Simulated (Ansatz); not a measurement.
# CdRu2, from a guessed structure to a relaxed one, part 2 of 2

Starting from a made-up structure for CdRu2, the aim is the relaxed cell, its shortest contacts and, where a second run follows, its electronic structure.

Ansatz 0.2.0; DFT, PBEsol, plane-wave PAW, files of the set soft_1, scalar-relativistic, no spin, cell and ions relaxed at zero pressure; PAW set soft_1 (the session's first sound run).

So far: The structure; Relaxing cell and atoms.

## Step 2: Relaxing cell and atoms (continued)

Relaxation path:

| step | energy less that of the first step (eV) | largest force component (eV/Å) | pressure (GPa) | volume (Å³) |
| --- | --- | --- | --- | --- |
| 1 | 0.0000 | 0.0000 | 38.53 | 82.88 |
| 2 | -1.2716 | 0.0000 | -1.08 | 95.60 |
| 3 | -1.2737 | 0.0000 | -0.24 | 95.20 |
| 4 | -1.2740 | 0.0000 | 0.00 | 95.09 |
| 5* | -1.2918 | 0.0000 | 0.11 | 95.09 |
| 6 | -1.2918 | 0.0000 | 0.00 | 95.14 |
| 7* | -1.2918 | 0.0000 | 0.00 | 95.14 |

Relaxation steps marked * repeat the geometry before them on a plane-wave basis chosen anew for their cell, so energy and pressure can jump there.

The run keeps the 48 symmetry operations that it works with, so distortions that break them were not tested.

| conventional cell, symmetrised | before | after | change |
| --- | --- | --- | --- |
| a (Å) | 6.921 | 7.247 | +4.7 % |
| b (Å) | 6.921 | 7.247 | +4.7 % |
| c (Å) | 6.921 | 7.247 | +4.7 % |
| volume (Å³/atom) | 13.81 | 15.86 | +14.8 % |

This step gave:

```yaml
free_energy: -39631.3032 eV
energy_at_zero_smearing: -39631.2552 eV
smearing_term_ts: 0.09595 eV
fermi_energy: 19.61 eV
electrons: 104
symmetry_operations: 48
pressure: 0.001041 GPa
```

The shortest distance of each pair, which need not be the same contact before and after:

| pair | guess (Å) | relaxed (Å) |
| --- | --- | --- |
| Ru–Ru | 2.447 | 2.562 |
| Cd–Ru | 2.869 | 3.004 |
| Cd–Cd | 2.997 | 3.138 |

The relaxation ends with a pressure of 0.00 GPa.

## Step 3: Bands of the relaxed cell

A second self-consistent run takes a narrower smearing and the mesh shown in its input; the bands follow along the standard path of the relaxed lattice.

This step: DFT, PBEsol, plane-wave PAW, files of the set soft_1, scalar-relativistic, no spin, bands and density of states at the relaxed cell; PAW set soft_1 (Ansatz 0.2.0).

input.yaml

```yaml
crystal:
  lattice:
    - [0.0, 3.6233049935, 3.6233049935]
    - [3.6233049935, 0.0, 3.6233049935]
    - [3.6233049935, 3.6233049935, 0.0]
  atoms:
    - { symbol: Cd, position: [0.0, 0.0, 0.0] }
    - { symbol: Cd, position: [0.25, 0.25, 0.25] }
    - { symbol: Ru, position: [0.125, 0.625, 0.625] }
    - { symbol: Ru, position: [0.625, 0.625, 0.625] }
    - { symbol: Ru, position: [0.625, 0.125, 0.625] }
    - { symbol: Ru, position: [0.625, 0.625, 0.125] }
kpoints:
  mp_grid: { grid: [8, 8, 8] }
  band_path:
    path:
      - [[0.0, 0.0, 0.0], [0.5, 0.0, 0.5], [0.5, 0.25, 0.75], [0.375, 0.375, 0.75], [0.0, 0.0, 0.0], [0.5, 0.5, 0.5], [0.625, 0.25, 0.625], [0.5, 0.25, 0.75], [0.5, 0.5, 0.5], [0.375, 0.375, 0.75]]
      - [[0.625, 0.25, 0.625], [0.5, 0.0, 0.5]]
    npoints: 8
scf:
  occupations: { method: fermi_dirac, width: 0.03 }
  n_extra_bands: 10
hamiltonian:
  xc: pbesol
  pseudopotentials: { kind: paw, azcp: { folder: soft_1 }, xc_functional: pbe }
output:
  forces: true
  stress: true
  write_bands: true
  dos: { projected: true }
  write_density: true
  write_potential: true
  elf: true
  volumetric_format: npy
```

Launch:

```console
> ansatz run input.yaml --threads 4 --pin off --max-ram 10240MiB --backend cpu --events-out ev --progress --plain --runs-dir out
```

Numbers of over 12 decimals in the logs are rounded to 6 here.

Log:

```text
[...]
Crystal: 6 atoms, lattice volume = 95.136 Å³
Basis set: ecut = 420 eV, 1837 PW (Γ), exchange–correlation on 72×72×72 points (8 copies of the dense FFT grid, shifted against one another)
Bands: 62, of which v1, the nominal top of the filled ones, is band 52 counted from 1 (51 counted from 0)
Symmetry: 48 space group operations
[...]
k-points: 29 of 512
[...]
SCF iter   1: F=—  HF=-39635.889237 eV  |F-HF|=—  |Δ(HF+E_count)|=         —  Δρ=1.28e-1  dr2=1.98e1  ethr=3.10e-3  ⟨swp⟩=6.0  Hψ=5618  notcnv=0
[...]
SCF iter   9: F=-39631.264505 eV  HF=-39631.264505 eV  |F-HF|=1.07e-8  |Δ(HF+E_count)|=   1.61e-8  Δρ=5.76e-6  dr2=1.59e-8  ethr=9.62e-11  ⟨swp⟩=13.1  Hψ=10944  notcnv=0
SCF 1 converged in 9 iterations: F = -39631.264505 eV  dr2 = 1.59e-8
[...]
NSCF: frozen V_eff on 82 k-points
SCF converged after 9 iterations
Free energy (F): -39631.264505 eV
[...]
Internal energy: -39631.224586 eV  (E = F + TS)
E sigma→0 (E₀):  -39631.244546 eV
Entropy (-TS):   -0.039920 eV (-6.653 meV/atom)
Fermi energy:    19.597730 eV
[...]
--- Stress (GPa, compression-positive) ---
        0.015801      -0.000000       0.000000
       -0.000000       0.015801       0.000000
       -0.000000       0.000000       0.015801
  P = ⅓ Tr σ = 0.0158 GPa (0.158 kbar)
--- Band table (eV; the first three rows and the last of 29) ---
  k-point 0: bands = [... 48 lower, 19.7637, 19.7637, 19.9859, 19.9859, 20.5870, 21.3842, 21.3842, 21.3842, ... 6 higher]
  k-point 1: bands = [... 48 lower, 19.6697, 19.6697, 19.8009, 19.8009, 20.4286, 21.1757, 21.2400, 21.2400, ... 6 higher]
  k-point 2: bands = [... 48 lower, 19.4533, 19.4533, 19.5483, 19.7600, 19.7600, 20.6370, 20.6370, 21.7185, ... 6 higher]
  k-point 28: bands = [... 48 lower, 18.4518, 18.4518, 18.5993, 18.5993, 19.6587, 19.6587, 20.4434, 20.4434, ... 6 higher]
```

Elapsed: 8.7 s, on 4 threads of Arm Neoverse V1, shared host; peak memory 0.59 GiB; 31 s of CPU time.

This step gave:

```yaml
free_energy: -39631.2645 eV
energy_at_zero_smearing: -39631.2445 eV
smearing_term_ts: 0.03992 eV
fermi_energy: 19.60 eV
pressure: 0.01580 GPa
```

bands.tsv at the labelled points (eV, zero at the Fermi level; the bands that come nearest the Fermi level along the path):

```tsv
point	band 49	band 50	band 51	band 52	band 53	band 54	band 55	band 56
Γ	0.17	0.17	0.39	0.39	0.99	1.79	1.79	1.79
X	-1.54	-1.54	-1.29	-1.29	0.05	0.05	0.29	0.29
W	-1.15	-1.15	-1.00	-1.00	0.06	0.06	0.85	0.85
K	-1.29	-1.01	-0.85	-0.68	0.03	0.03	0.30	0.72
Γ	0.17	0.17	0.39	0.39	0.99	1.79	1.79	1.79
L	-1.04	-1.04	-0.11	0.07	0.07	0.26	0.26	2.45
U	-1.29	-1.01	-0.85	-0.68	0.03	0.03	0.30	0.72
W	-1.15	-1.15	-1.00	-1.00	0.06	0.06	0.85	0.85
L	-1.04	-1.04	-0.11	0.07	0.07	0.26	0.26	2.45
K	-1.29	-1.01	-0.85	-0.68	0.03	0.03	0.30	0.72
U	-1.29	-1.01	-0.85	-0.68	0.03	0.03	0.30	0.72
X	-1.54	-1.54	-1.29	-1.29	0.05	0.05	0.29	0.29
```

States per cell as run, both spins, in windows of 1 eV, from dos.tsv (zero at the Fermi level):

```
from  to  total
  -8  -7   2.13
  -7  -6   1.42
  -6  -5   3.90
  -5  -4   4.65
  -4  -3   7.85
  -3  -2   5.21
  -2  -1   5.09
  -1   0   7.34
   0   1   5.95
   1   2   4.31
   2   3   1.87
   3   4   2.21
   4   5   1.33
```

Below -8 eV lie 66.4 more states.

ELF in the ac plane of a cell with a along [110], b along [-110] and c along [001] of the cube at fractional y = 0.000, with atoms of Cd and Ru within 0.2 Å of it. It is the smooth field of the valence electrons, not physical close to the nuclei.

Ten even steps from '_' (0.15) to '@' (0.90), each cell a mean:
```
::::......__......__......::::::::....__........__....::::
..::::::..__________..::::::....::::..____________..::::..
....::..____..::..____..::............__........__........
........__..==++==..__..............____::++++::..__......
......____::##@@##::____............__..==@@@@==..__......
......____::**%%++::____..........____..==####--..____....
__________..::--::..____________________::----::__________
::..__________..__________..::..__________....__________..
++--..__________________..--++==::____________________::==
@@++::____..........____::++@@%%--..__............__..--%%
%%==..__..............__..++%%**--____............__..--##
--::____..............____::----..__................__..--
..____..::::......::::..____..______..::::....::::..______
______....::::..::::....__________....::::::::::::....____
............::::::........................::::............
..::======--..::..::====--::....::====--::....::--====--..
..--++++++==::..::++++++++--..::==++++++--....--++++++==::
..--++++++++::..::++++++++--..::==++==++==....==++==++==::
..::==++++==::..::==++++==::....--++++++--....--++++++--..
::..::----::......::----::..::::..::--::........::--::..::
```
Columns run along a (10.2 Å), rows up along c (7.2 Å), edges of the conventional cell, whose origin can differ from the input's. Atoms in or near the plane, at fractional coordinates: Cd at (0.00, 0.50), Cd at (0.50, 0.50), Cd at (0.25, 0.75), Cd at (0.75, 0.75), Ru at (0.13, 0.13), Ru at (0.62, 0.13), Ru at (0.38, 0.13), Ru at (0.88, 0.13).

Valence density in the ac plane of a cell with a along [110], b along [-110] and c along [001] of the cube at fractional y = 0.000, with atoms of Cd and Ru within 0.2 Å of it. It is the smooth field of the valence electrons, not physical close to the nuclei.

Ten steps, logarithmic in the rise over the least value, from '0' (0 e/Å³) to '9' (23 e/Å³), each cell a mean:
```
11111000001111111111000011111
11100011100011111000011000011
11000134310001111001244210011
11001478741001110002688620001
00002589851000000003799730000
00001589851000000003799730000
10000356530000110001466410001
43100022200013442000122100024
86300000000036875100000000157
98410000000148996200000000269
97410001000147986200011000268
65200011100025663100111100146
21000111110001221000111100012
00001111111000000001111110000
00122111122210001222111122210
12465421245642113565311356531
14677631367763125787422478752
24788631368874226787522578752
13677521257763124676411467642
12344210124432112443201234421
```
Columns run along a (10.2 Å), rows up along c (7.2 Å), edges of the conventional cell, whose origin can differ from the input's. Atoms in or near the plane, at fractional coordinates: Cd at (0.00, 0.50), Cd at (0.50, 0.50), Cd at (0.25, 0.75), Cd at (0.75, 0.75), Ru at (0.13, 0.13), Ru at (0.62, 0.13), Ru at (0.38, 0.13), Ru at (0.88, 0.13).

Electrostatic potential energy in the ac plane of a cell with a along [110], b along [-110] and c along [001] of the cube at fractional y = 0.000, with atoms of Cd and Ru within 0.2 Å of it. With pseudopotentials it is smooth inside the atoms' cores, unlike the true potential.

Values in eV, 11 rows by 16 columns, each cell a mean:
```
 18  18  18  19  19  19  18  18  18  18  18  19  19  19  18  18
 17  20  17   2   0  14  21  18  17  20  17   2   0  14  21  18
 20  21  10 -11 -14   4  21  21  20  21  10 -11 -14   4  21  21
 17  20  15  -3  -6  10  20  18  17  20  15  -3  -6  10  20  18
 -6  10  20  18  17  20  15  -3  -6  10  20  18  17  20  15  -3
-14   4  21  21  20  21  10 -11 -14   4  21  21  20  21  10 -11
  0  14  21  18  17  20  17   2   0  14  21  18  17  20  17   2
 19  19  18  18  18  18  18  19  19  19  18  18  18  18  18  19
 16 -17 -26   9  15 -18 -26  11  16 -17 -26   9  15 -18 -26  11
  6 -56 -64  -7   5 -55 -64  -7   6 -56 -64  -7   5 -55 -64  -7
 15 -18 -26  10  15 -17 -27  10  15 -18 -26  10  15 -17 -27  10
```
Columns run along a (10.2 Å; values clipped at the 3rd and 97th percentile), rows up along c (7.2 Å), edges of the conventional cell, whose origin can differ from the input's. Atoms in or near the plane, at fractional coordinates: Cd at (0.00, 0.50), Cd at (0.50, 0.50), Cd at (0.25, 0.75), Cd at (0.75, 0.75), Ru at (0.13, 0.13), Ru at (0.62, 0.13), Ru at (0.38, 0.13), Ru at (0.88, 0.13).

## Step 4: Summary of results

* space group, relaxed: Fd-3m
* conventional cell: a = 7.247, b = 7.247, c = 7.247 Å; α = 90.0°, β = 90.0°, γ = 90.0°
* volume per atom: 15.86 Å³ (guess 13.81)

What this shows: CdRu2 relaxes to Fd-3m with a = 7.247, b = 7.247 and c = 7.247 Å. The guessed volume was 13 % too small. The space group Fd-3m was held in the relaxation, so the end point is a stationary structure within it and may be a saddle against distortions or other arrangements. Bands cross the Fermi level, so it is a metal or semimetal at this level. On the 8×8×8 mesh with the narrower smearing (relaxed on 7×7×7) the forces vanish, as symmetry may demand, and the largest stress component is 0.016 GPa, within the relaxation's thresholds of 0.015 eV/Å and 0.05 GPa. The cutoff wasn't tested. No dispersion term is used, so weakly bound directions may come out too long. The runs have no spin, and magnetism wasn't tested. Nothing here tests whether the compound is stable against decomposition.

[Logs are printed without paths, hosts, clocks, repeated set-up lines and the standing remarks that a program may print on its own settings, such as how far it seeks lower states.]

[Hosts, paths, dates, database ids (printed as entryN), source tags and the programs' standing remarks are cut or masked in the printed files.]
